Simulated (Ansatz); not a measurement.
# GaAs (F-43m): lattice thermal conductivity, part 2 of 2

Wanted: κ(T), lifetimes and mean free paths for GaAs.

What experiment has found for this phase:
- thermal conductivity 45 W/m/K near room temperature (given in “Combining the AFLOW GIBBS and Elastic Libraries to efficiently and robustly screen thermo-mechanical properties of solids”, 2017, arXiv:1611.05714)

Ansatz 0.2.0; DFT r2SCAN, scalar-relativistic, plane waves, PAW; PAW set soft_1.

So far. Step 2 (Probe on a coarse mesh): The start is under 0.45 GPa at this level and looks like an insulator or semiconductor on this mesh. Step 4 (Relaxing to small residual forces and stress): The residual pressure is 0.0083 GPa, small enough for phonons. The relaxed cell has a = 5.665 Å (conventional setting).

**6. Anharmonic force constants and conductivity**

The supercell must be wider than twice the pair cutoff, and the number of displaced cells grows with the pairs inside it, which is where the cost lies.

The input, input.yaml:

```yaml
crystal:
  lattice:
    - [0.0, 2.8326412844, 2.8326412844]
    - [2.8326412844, 0.0, 2.8326412844]
    - [2.8326412844, 2.8326412844, 0.0]
  atoms:
    - { symbol: Ga, position: [0.0, 0.0, 0.0] }
    - { symbol: As, position: [0.25, 0.25, 0.25] }
kpoints:
  mp_grid: { grid: [6, 6, 6] }
hamiltonian:
  xc: r2scan
  pseudopotentials: { kind: paw, azcp: { folder: soft_1 } }
scf:
  occupations: { method: fixed }
  lower_state_search: "off"
output:
  eigenvalues: true
phonons:
  method: fd
  dielectric: true
  qmesh: [6, 6, 6]
  temperatures: { t_max: 1000, t_step: 50 }
  qpath:
    path:
      - [[0.0, 0.0, 0.0], [0.5, 0.0, 0.5], [0.5, 0.25, 0.75], [0.375, 0.375, 0.75], [0.0, 0.0, 0.0], [0.5, 0.5, 0.5], [0.625, 0.25, 0.625], [0.5, 0.25, 0.75], [0.5, 0.5, 0.5], [0.375, 0.375, 0.75]]
      - [[0.625, 0.25, 0.625], [0.5, 0.0, 0.5]]
    npoints: 10
  third_order: { supercell: [3, 3, 3], pair_cutoff: 4.156 }
  lattice_thermal_conductivity:
    qmesh: [19, 19, 19]
    temperatures: [100.0, 150.0, 200.0, 300.0, 400.0, 500.0, 600.0, 800.0]
    isotope_mass_variance:
      - { species: As, variance: 0.0 }
      - { species: Ga, variance: 0.0001971 }
```

Command:

```
$ ansatz run input.yaml --threads 18 --pin off --max-ram 92160MiB --backend cuda --events-out ev --progress --plain --runs-dir out --max-vram 78GiB
```

Numbers of over 12 decimals in the logs are rounded to 6 here.

What it wrote:

```text
Warning: phonons: the dynamical matrix that this run interpolates holds no multipole term above the dipole-dipole one, and a site of this crystal is no centre of inversion, so its interpolated transverse optical and acoustic branches and sound speeds can stay off near Gamma, and the density of states and the thermodynamics with them. What a run solves at a wave vector of phonons.qpoints, Gamma apart, where the deck admits one, is free of this, and under fd what a larger phonons.supercell samples
Warning: phonons.dielectric: true without phonons.rigid_motions: the static dielectric tensor ε⁰ will be withheld (ε∞, Z* and the rows of modes are given); for a crystal or a slab, whose only rigid motions are the translations, set phonons.rigid_motions: translations
[...]
Crystal: 12 atoms, lattice volume = 272.744 Å³
Basis set: ecut = 500 eV, 6905 PW (Γ), FFT grids on a1, −a1+a2+a3, −a1+a3, exchange–correlation on 150×360×270 points (125 copies of the dense FFT grid, shifted against one another)
Bands: 101, of which v1, the nominal top of the filled ones, is band 84 counted from 1 (83 counted from 0)
Symmetry: 12 space group operations
k-points: 16 of 36 (time reversal used)
[...]
SCF iter   1: F=-51934.519136 eV  HF=-51934.519136 eV  |F-HF|=7.28e-12  |Δ(HF+E_count)|=         —  Δρ=4.28e-8  dr2=4.09e-12  dr2_τ=2.51e-14  ethr=1.00e-12  ⟨swp⟩=3.0  Hψ=4115  notcnv=0
[...]
SCF iter   2: F=-51934.519136 eV  HF=-51934.519136 eV  |F-HF|=1.46e-11  |Δ(HF+E_count)|=  7.28e-12  Δρ=2.68e-8  dr2=1.75e-12  dr2_τ=5.13e-15  ethr=1.00e-12  ⟨swp⟩=3.0  Hψ=3504  notcnv=0
SCF 1 converged in 2 iterations: F = -51934.519136 eV  dr2 = 1.75e-12
[...]
SCF iter   2: F=-51934.519136 eV  HF=-51934.519136 eV  |F-HF|=0.00e0  |Δ(HF+E_count)|=  1.09e-10  Δρ=1.50e-8  dr2=5.39e-13  dr2_τ=2.33e-15  ethr=1.00e-12  ⟨swp⟩=3.0  Hψ=3802  notcnv=0
SCF 2 converged in 2 iterations: F = -51934.519136 eV  dr2 = 5.39e-13
[...]
Crystal: 2 atoms, lattice volume = 45.457 Å³
Basis set: ecut = 500 eV, 1139 PW (Γ), exchange–correlation on 120×120×120 points (64 copies of the dense FFT grid, shifted against one another)
Bands: 18, of which v1, the nominal top of the filled ones, is band 14 counted from 1 (13 counted from 0)
Symmetry: 24 space group operations
k-points: 46 of 216 (irreducible under 4 space group operations, time reversal used)
[...]
SCF 3 converged in 3 iterations: F = -8655.753189 eV  dr2 = 4.38e-12
[...]
symmetry images taken by strict's conditions (phonons.symmetry_images: auto; settled by no image being taken that strict refuses)
  supercell 10 (6 cells, vectors [1, 0, 0], [0, 1, 0], [0, 0, 6] in multiples of the cell's): 4 displaced members by 0.0025 Å; free energy -51934.519135 eV; taken off its force constants: by the sum rule 4.1e-5, by the symmetrisation 4.1e-5 eV/Å²; Γ matrix within 3.3e-6 eV/Å² of supercell 1's
[...]
q = [0.0000, 0.0000, 0.0000] (star 1, supercell 1; hermiticity 1.55e-16, symmetrization 4.37e-7): -0.00 -0.00 0.00 265.66 265.66 265.66
[...]
joined force constants: q→R imaginary residual 5.23e-19
  density of states and harmonic sums: on the 24×24×24 q-mesh, interpolated from the force constants of a 6×6×6 supercell (with the dipole–dipole term)
  largest difference from the sums on the solved wave vectors: F 3.92e-3 eV, S 5.09e-6 and C_V 1.18e-6 eV/K
  zero-point energy: 0.067703 eV/cell   skipped modes (ω ≤ 0): 3   left out of the sums: 3.62e-5 of the cell's modes: C_V's classical limit lies that fraction below 3 k_B per atom; for a crystal, a wire or a layer, F and S can be off by more, and a phonons.interpolated_qmesh denser along its periods is the remedy for the sampling
--- Third-order force constants: 61 member SCFs in a 3×3×3 supercell (pair cutoff 4.156 Å, amplitude 0.03 Å, SCF threshold 1.00e-9 eV, Σ member SCF iterations 488) ---
[...]
sum-rule residual: 4.594e-1 → 1.583e-14 eV/Å³; symmetrization residual: 8.426e-3 eV/Å³; largest sum-rule correction relative to its orbit: 2.489e-1, on the orbit of the block of home site 1 with site 1 of cell (-1, 0, 0) and site 1 of cell (-1, 0, 0), whose norm before the correction was 9.856e-1 eV/Å³
--- Lattice thermal conductivity: 19×19×19 mesh (220 irreducible points), tetrahedron method ---
  three-phonon and isotope scattering only; four-phonon, boundary and, in a metal, phonon-electron scattering are left out
  each conductivity is what the modes' populations carry and what the coherences between them add
  conductivity (a third of the tensor's trace), W/(m K), in the relaxation-time approximation and from the full solution:
       T (K)   relaxation time   full solution  iterations             ending  least Ritz value
      100.00          180.2221        185.8379           6          converged          8.033e-1
      150.00          100.3183        104.5548           7          converged          7.780e-1
      200.00           70.6338         74.0287           7          converged          7.707e-1
      300.00           45.2013         47.6161           7          converged          7.646e-1
      400.00           33.5117         35.3813           7          converged          7.621e-1
      500.00           26.7047         28.2290           7          converged          7.608e-1
      600.00           22.2264         23.5128           7          converged          7.599e-1
      800.00           16.6749         17.6549           7          converged          7.589e-1
```

The job ended after 3.4 min (1 × NVIDIA GB200 with 18 threads of Arm Neoverse V2, shared host; peak memory 2.6 GiB; 16 min of CPU time).

Numbers from this step:

```
Γ frequencies                              : 0, 0, 0, 265.7, 265.7, 265.7 cm⁻¹ (negative: imaginary)
lowest frequency on the path               : 0 cm⁻¹
zero-point energy                          : 0.06770 eV/cell
point group                                : -43m
highest frequency                          : 287.2 cm⁻¹
Debye temperature from the second moment   : 367 K
κ at 300 K (relaxation time)               : 45.2 W/m/K
κ at 300 K (full solution)                 : 47.62 W/m/K
dipole term                                : run
mean free path at half of κ                : 151 nm
share of κ above the three lowest branches : 0.056
third-order blocks                         : 266
periodic aliases dropped                   : 24
largest relative sum-rule correction       : 0.2489
displaced cells, third order               : 61
```

LO-TO term included. The phonon branches at the labelled points (cm⁻¹):

```csv
point,branch 1,branch 2,branch 3,branch 4,branch 5,branch 6
Γ,0,0,0,266,266,287
halfway,72,72,132,251,251,278
X,83,83,222,237,248,248
halfway,93,99,208,221,249,257
W,103,116,197,204,249,263
halfway,94,114,199,210,249,262
K,83,114,203,214,248,262
halfway,65,88,133,248,256,273
Γ,0,0,0,266,266,287
halfway,54,54,130,259,259,274
L,64,64,210,235,257,257
halfway,77,102,186,227,252,265
U,83,114,203,214,248,262
halfway,94,114,199,210,249,262
W,103,116,197,204,249,263
halfway,84,105,184,224,252,264
L,64,64,210,235,257,257
halfway,77,102,186,227,252,265
K,83,114,203,214,248,262
jump to U,83,114,203,214,248,262
halfway,82,96,214,229,248,255
X,83,83,222,237,248,248
```

The phonon branches as a text plot (rows in cm⁻¹):

```
    281 |*****                ********
    269 |*    **          ****  ****  *     ***    ***    ****
    257 | ***      *******  *****   *********  ****  *******  **
    245 |    *****************          **   ********       *****
    233 |        **        *              **          *****    **
    221 |        ****                       ***     **     ** * *
    209 |       *  ********               *    *****    **   ***
    197 |            ******              * *  *****   **     *
    185 |                               *   **     ***    ***
    174 |      *                       *
    162 |                  *
    150 |     *             *
    138 |    *               *
    126 |                             *
    114 |            *******  *              ********       ***
    102 |   *       ***     *        *      *    *** *     *   *
     90 |         **   **    * *                *   ***   *     *
     78 |  * *****       **** *     *      *****      ** ********
     66 |   *                *  *      *****           ***
     54 | **                  **      *
     42 | *                    **   **
     30 |*                      ** *
     18 |*                       * *
      6 |                         *
         Γ       X    W  K        Γ      L     U  W     L   K|U X
```

W/m/K. Kappa, by row:

```csv
T (K),RTA xx,RTA yy,RTA zz,full xx,full yy,full zz,coherence part xx,coherence part yy,coherence part zz,ending,iterations,least Ritz value
100,180.2,180.2,180.2,185.8,185.8,185.8,0.02093,0.02093,0.02093,converged,6,0.803
150,100.3,100.3,100.3,104.6,104.6,104.6,0.03893,0.03893,0.03893,converged,7,0.778
200,70.63,70.63,70.63,74.03,74.03,74.03,0.04917,0.04917,0.04917,converged,7,0.771
300,45.2,45.2,45.2,47.62,47.62,47.62,0.05639,0.05639,0.05639,converged,7,0.765
400,33.51,33.51,33.51,35.38,35.38,35.38,0.05825,0.05825,0.05825,converged,7,0.762
500,26.7,26.7,26.7,28.23,28.23,28.23,0.05951,0.05951,0.05951,converged,7,0.761
600,22.23,22.23,22.23,23.51,23.51,23.51,0.06108,0.06108,0.06108,converged,7,0.76
800,16.67,16.67,16.67,17.65,17.65,17.65,0.06533,0.06533,0.06533,converged,7,0.759
```

Lattice thermal conductivity against temperature:

```csv
temperature (K),RTA xx (W/m/K),full xx (W/m/K)
100,180,186
150,100,105
200,70.6,74.0
300,45.2,47.6
400,33.5,35.4
500,26.7,28.2
600,22.2,23.5
800,16.7,17.6
```

The modes has structure finer than the step of the table below, so its rows give means over 10 cm⁻¹, whole bins alone (the curve runs from -10 to 306 cm⁻¹). Peaks (cm⁻¹: height): As 83.3: 0.0268, 184.6: 0.0157, 250.1: 0.0696, 264.0: 0.0575; Ga 83.3: 0.0338, 184.6: 0.0134, 250.1: 0.0587, 264.0: 0.0403.

Phonopy on the run's constants, 17x17x17 mesh, Gaussian sigma 2.3 cm⁻¹. Table of modes by wavenumber; means over each step; values in 1/cm⁻¹/cell:

```csv
wavenumber (cm⁻¹),As,Ga
0,3.1e-5,2.7e-5
10,6.2e-5,5.8e-5
20,3.2e-4,3.0e-4
30,9.1e-4,8.7e-4
40,0.00131,0.00129
50,0.00295,0.00297
60,0.00763,0.00802
70,0.0140,0.0156
80,0.0223,0.0272
90,0.0176,0.0235
100,0.0114,0.0160
110,0.0109,0.0156
120,0.00412,0.00552
130,0.00193,0.00180
140,0.00249,0.00231
150,0.00333,0.00308
160,0.00449,0.00411
170,0.00651,0.00589
180,0.0111,0.00964
190,0.0112,0.00810
200,0.00673,0.00323
210,0.00468,0.00519
220,0.00728,0.0104
230,0.0100,0.0130
240,0.0115,0.0131
250,0.0516,0.0446
260,0.0462,0.0362
270,0.0221,0.0170
280,0.00471,0.00487
290,8.0e-4,8.7e-4
300,0,4.0e-7
```

Distinct triplets, nearest first. Third order norms, by row:

```csv
sites,side 1 (Å),side 2 (Å),side 3 (Å),norm of the 27 components (eV/Å³)
Ga-Ga-Ga,0,0,0,62.62
As-As-As,0,0,0,63.99
Ga-As-As,0,2.45,2.45,25.64
Ga-As-Ga,0,2.45,2.45,26.15
Ga-Ga-As,2.45,2.45,4.01,0.736
Ga-As-As,2.45,2.45,4.01,0.566
Ga-Ga-Ga,0,4.01,4.01,0.72
Ga-Ga-Ga,4.01,4.01,4.01,0.155
Ga-Ga-Ga,4.01,4.01,4.01,0.064
As-As-As,0,4.01,4.01,0.972
As-As-As,4.01,4.01,4.01,0.084
As-As-As,4.01,4.01,4.01,0.21
```

Born charge (rows field, columns displacement) (e), principal values of the symmetric part by kind of site:

```csv
atom,atoms with these values,low,middle,high,mean
Ga1,1,2.15,2.15,2.15,2.15
As2,1,-2.15,-2.15,-2.15,-2.15
```

In full for As2:

```
-2.15  0.00  0.00
 0.00 -2.15  0.00
 0.00  0.00 -2.15
```

RTA, 300 K. Kappa by branch, by row:

```csv
branch (by rank),mean frequency (THz),mean rms speed (km/s),median lifetime (ps),share of kappa
1,2.31,1.22,26.8,0.297
2,2.77,1.74,31.1,0.314
3,5.03,2.5,4.59,0.334
4,7.09,1.26,12.5,0.051
5,7.57,0.28,3.81,0.001
6,7.97,0.57,4.41,0.004
```

Spectral kappa at 300 K against frequency; read off at these points; values in W/m/K/THz:

```csv
frequency (THz),relaxation time (W/m/K/THz),full solution (W/m/K/THz)
0.10,0,0
0.50,8.51,8.54
0.90,29.5,30.1
1.30,17.5,18.2
1.50,18.9,19.8
1.70,16.3,17.3
2.10,13.4,14.1
2.30,13.4,14.1
2.50,10.3,11.0
2.70,14.3,15.2
2.90,8.88,9.34
3.30,8.45,8.57
3.70,3.23,3.11
4.10,2.65,2.61
4.70,0.688,0.896
5.10,0.538,0.728
5.50,0.808,1.03
5.90,0.969,1.19
6.30,0.769,0.836
6.70,2.94,3.35
7.10,2.16,2.29
7.50,0.458,0.760
7.90,0.312,0.365
8.30,0.129,0.311
8.70,0,1.2e-4
```

Relaxation-time solution. Share of κ carried by shorter paths against mean free path:

```csv
mean free path (nm),100 K,300 K,800 K
1,0,0,0.002
1.47,0,0,0.006
3.16,0,0.003,0.018
4.64,0,0.007,0.027
6.81,0,0.012,0.047
10,0.001,0.02,0.089
21.5,0.004,0.057,0.274
31.6,0.008,0.116,0.378
46.4,0.015,0.215,0.468
100,0.048,0.401,0.611
147,0.088,0.491,0.679
215,0.165,0.54,0.76
316,0.235,0.63,0.833
681,0.41,0.772,0.955
1000,0.458,0.852,0.963
1470,0.527,0.896,0.976
3160,0.688,0.961,1
4640,0.785,1,1
6810,0.874,1,1
10000,0.912,1,1
21500,0.983,1,1
31600,1,1,1
```

300 K; a sample spread over frequency. Mode lifetimes, by row, the first 40 of 90 rows:

```csv
q1,q2,q3,branch,frequency (THz),rms speed (km/s),three-phonon rate (1/ps),isotope rate (1/ps),lifetime (ps),mean free path (nm)
0,0,0.0526,1,0.428,2.86,0.00181,1.55e-7,552,1580
0,0.1053,0.1053,1,1.153,2.82,0.0077,1.78e-5,130,365
0,0,0.2105,2,1.467,1.56,0.00685,5.86e-5,145,225
0,0,0.2632,2,1.658,0.95,0.0094,1.24e-4,105,99.9
0.0526,0.1053,0.3158,1,1.796,1.49,0.0112,2.35e-4,87.2,130
0,0.1053,-0.2632,1,1.883,1.19,0.0114,3.85e-4,84.8,101
0.0526,0.1579,0.3158,1,1.957,1.67,0.0254,5.81e-4,38.5,64.3
0,0.1053,0.4211,1,2.017,1.01,0.0346,6.86e-4,28.4,28.5
0,0.1579,-0.2632,1,2.069,1.19,0.0145,7.15e-4,65.6,78.4
0,0.1053,-0.2105,2,2.155,2.7,0.0365,8.90e-4,26.7,72.2
0.0526,0.1053,0.4211,2,2.218,2.46,0.0273,0.001,35.3,86.9
0,0.2632,0.3158,1,2.293,0.75,0.0441,0.00127,22,16.5
0.0526,0.2105,0.3158,2,2.329,1.74,0.0381,0.00136,25.3,44
0,0.2632,0.3158,2,2.368,1.26,0.0488,0.00159,19.9,25.1
0.1053,0.2632,0.4211,1,2.425,1.4,0.0402,0.00189,23.7,33.3
0,0.3684,0.4211,1,2.452,0.18,0.0554,0.00239,17.3,3.1
0,0.3158,-0.4211,1,2.473,0.09,0.0462,0.00333,20.2,1.82
0.0526,0.3158,-0.3158,1,2.525,0.96,0.0345,0.00298,26.7,25.6
0.1053,0.2105,0.3684,2,2.544,1.83,0.0396,0.0027,23.6,43.2
0,0.4737,-0.4737,2,2.566,1.3,0.0555,0.00234,17.3,22.4
0.0526,0.1579,-0.4737,2,2.656,2.61,0.027,0.002,34.4,89.9
0,0.1579,0.4211,2,2.697,2.32,0.0271,0.002,34.3,79.8
0.1053,0.2632,0.4211,2,2.751,1.61,0.04,0.00197,23.8,38.3
0.1579,0.3684,-0.4211,1,2.83,0.95,0.0436,0.002,21.9,20.9
0.1579,0.4737,-0.3684,1,2.899,0.95,0.0472,0.00206,20.3,19.2
0,0.3158,0.4737,2,2.98,1.82,0.042,0.00185,22.8,41.6
0,0.2105,0.4737,2,3.051,1.6,0.0316,0.00156,30.2,48.4
0.1579,0.4211,-0.4211,2,3.147,1.6,0.032,0.00172,29.7,47.6
0.0526,0.1579,0.2632,3,3.267,3.79,0.029,0.0017,32.6,124
0.1579,0.4737,-0.3158,2,3.332,1.29,0.029,0.00233,31.9,41
0.1053,0.3158,-0.3158,2,3.416,0.97,0.027,0.00283,33.5,32.6
0.0526,0.3158,-0.3158,2,3.488,0.63,0.0264,0.00209,35.1,21.9
0.0526,0.1579,0.3158,3,3.828,3.57,0.0445,2.53e-4,22.4,79.9
0,0.0526,-0.2632,3,4.271,4.22,0.111,4.70e-4,8.94,37.8
0.0526,0.1053,0.3684,3,4.641,3.8,0.209,7.98e-4,4.77,18.1
0.1053,0.2632,0.4737,3,4.885,2.22,0.393,0.0011,2.54,5.63
0,0.2632,0.4211,3,5.078,2.79,0.361,0.00138,2.76,7.71
0.1053,0.3158,-0.4737,3,5.256,2.08,0.435,0.00187,2.29,4.76
0,0.1579,0.4737,3,5.401,2.33,0.432,0.00298,2.3,5.36
0.1579,0.3684,-0.2632,3,5.497,1.57,0.416,0.0038,2.38,3.73
```

Without the LO-TO term. Gamma linewidths, by row:

```csv
branch,frequency (cm⁻¹),three-phonon rate (1/ps),isotope rate (1/ps),FWHM (cm⁻¹)
4,265.7,0.281,0.0232,1.61
5,265.7,0.281,0.0232,1.61
6,265.7,0.281,0.0232,1.61
```

W/m/K, third of the trace; RTA populations with a boundary rate v/L added to each mode (Matthiessen's rule). Kappa by grain size, by row:

```csv
T (K),bulk,10 nm,30 nm,100 nm,300 nm,1000 nm,10000 nm,100000 nm
100,180.2,4.395,11.18,27.07,51.14,84.79,147,174.7
300,45.14,4.716,9.88,18.12,26.45,34.57,43.12,44.91
600,22.17,3.942,7.343,11.83,15.7,18.96,21.67,22.11
```

W/m/K, third of the trace; RTA populations with the isotope rates scaled. Kappa by mass disorder, by row:

```csv
T (K),no isotopes,as typed,variance x 3,variance x 10,variance x 30
100,200.6,180.2,155.2,116,78.56
300,46.62,45.14,42.72,37.05,29.18
600,22.53,22.17,21.51,19.72,16.66
```

At 300 K the relaxation-time value is 45.2 W/(m K).

**7. Outcome**

```yaml
highest_frequency: 287.2 cm⁻¹
debye_temperature_from_the_second_moment: 367 K
kappa_at_300_k_relaxation_time: 45.2 W/m/K
kappa_at_300_k_full_solution: 47.62 W/m/K
mean_free_path_at_half_of_kappa: 151 nm
share_of_kappa_above_the_three_lowest_branches: 0.056
```

The lattice of GaAs conducts 47.6 W/(m K) at 300 K by r2SCAN (mean over directions, full solution). The full solution lies +5 % from the relaxation-time value at 300 K, so the relaxation-time approximation serves here. Above 300 K the relaxation-time κ falls as T^-1.02, near the 1/T law of three-phonon scattering. Grains of 100 nm would keep 40 % of the bulk value at 300 K, and grains of 1 µm 77 %. Removing the natural isotope disorder raises κ at 300 K by 3 %. A measured thermal conductivity near room temperature is 45 W/m/K (arXiv:1611.05714); the calculated 47.6 W/m/K differs by +6 %. Part of this agreement may be a cancellation, since four-phonon scattering and the shift of frequencies with temperature are both left out. The sum rules changed one orbit of cubic constants by up to 25 %; by the manual a large change points to a short cutoff or, on a small and distant orbit, to noisy forces. The conductivities include the coherence part between close branches; the shares for grains, isotopes, branches and paths are of the relaxation-time populations alone. Cubic couplings among atoms farther apart than the pair cutoff are dropped, and neither the cutoff nor the q-mesh was shown to be converged here. The interpolation has no quadrupole term, so branches near the zone centre are less sure, since this crystal has sites that are not centres of inversion. The PAW files were made for PBE and are used here under another functional, for which the program regenerates the frozen cores.

[Logs are printed without paths, hosts, clocks, repeated set-up lines and the standing remarks that a program may print on its own settings, such as how far it seeks lower states.]

[Hosts, paths, dates, database ids (printed as entryN), source tags and the programs' standing remarks are cut or masked in the printed files.]

[A step with changed settings may run another functional than the one named; its input shows which.]
